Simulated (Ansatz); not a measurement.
An input for Ansatz 0.2.0 (Bi2Te3 (Tellurobismuthite)):

```yaml
crystal:
  lattice:
    - [2.193, 1.2661291403, 10.1656666667]
    - [-2.193, 1.2661291403, 10.1656666667]
    - [0.0, -2.5322582807, 10.1656666667]
  atoms:
    - { symbol: Bi, position: [0.4, 0.4, 0.4] }
    - { symbol: Bi, position: [0.6, 0.6, 0.6] }
    - { symbol: Te, position: [0.0, 0.0, 0.0] }
    - { symbol: Te, position: [0.2095, 0.2095, 0.2095] }
    - { symbol: Te, position: [0.7905, 0.7905, 0.7905] }
kpoints:
  mp_grid: { grid: [4, 4, 4] }
  band_path:
    path:
      - [0.0, 0.0, 0.0]
      - [0.5, 0.5, 0.5]
      - [0.82299161, 0.17700839, 0.5]
      - [0.5, -0.17700839, 0.17700839]
      - [0.5, 0.0, 0.0]
      - [0.3385042, -0.3385042, 0.0]
      - [0.6614958, 0.0, 0.3385042]
      - [0.5, 0.0, 0.5]
    npoints: 1
hamiltonian:
  xc: hse06
scf:
  occupations: { method: fixed }
  n_extra_bands: 5
output:
  eigenvalues: true
```

```sh
ansatz run input.yaml --threads 3 --pin off --max-ram 92160MiB --backend cuda --events-out ev --progress --plain --runs-dir out --devices 1 --max-vram 13GiB  # rebuilt from the run's record
```

How long will it take on 1 × NVIDIA H100 80GB HBM3 (shared by 6 runs) with 3 threads of AMD EPYC 7R13 (Zen 3), shared host, and how much memory?

It took 32 s; on shared hardware allow 16 s to 64 s. Peak host memory was 1.9 GiB. The sizes that set the cost: 3345 plane waves a state, 13 irreducible k points and 17 SCF cycles.

Exact exchange couples every pair of k points and filled bands, so it costs far more than a semilocal run.

[Paths, hosts, dates, memory and timing lines, banners, echoed tables and standing remarks are left out of the program output.]

[Logs are printed without paths, hosts, clocks, repeated set-up lines and the standing remarks that a program may print on its own settings, such as how far it seeks lower states.]

[Runs of the session that timed out or met a known fault of the program may be left out.]

[Cells called generated may have been cut or substituted from an entry of the Crystallography Open Database or the Materials Project.]

[Hosts, paths, dates, database ids (printed as entryN), source tags and the programs' standing remarks are cut or masked in the printed files.]
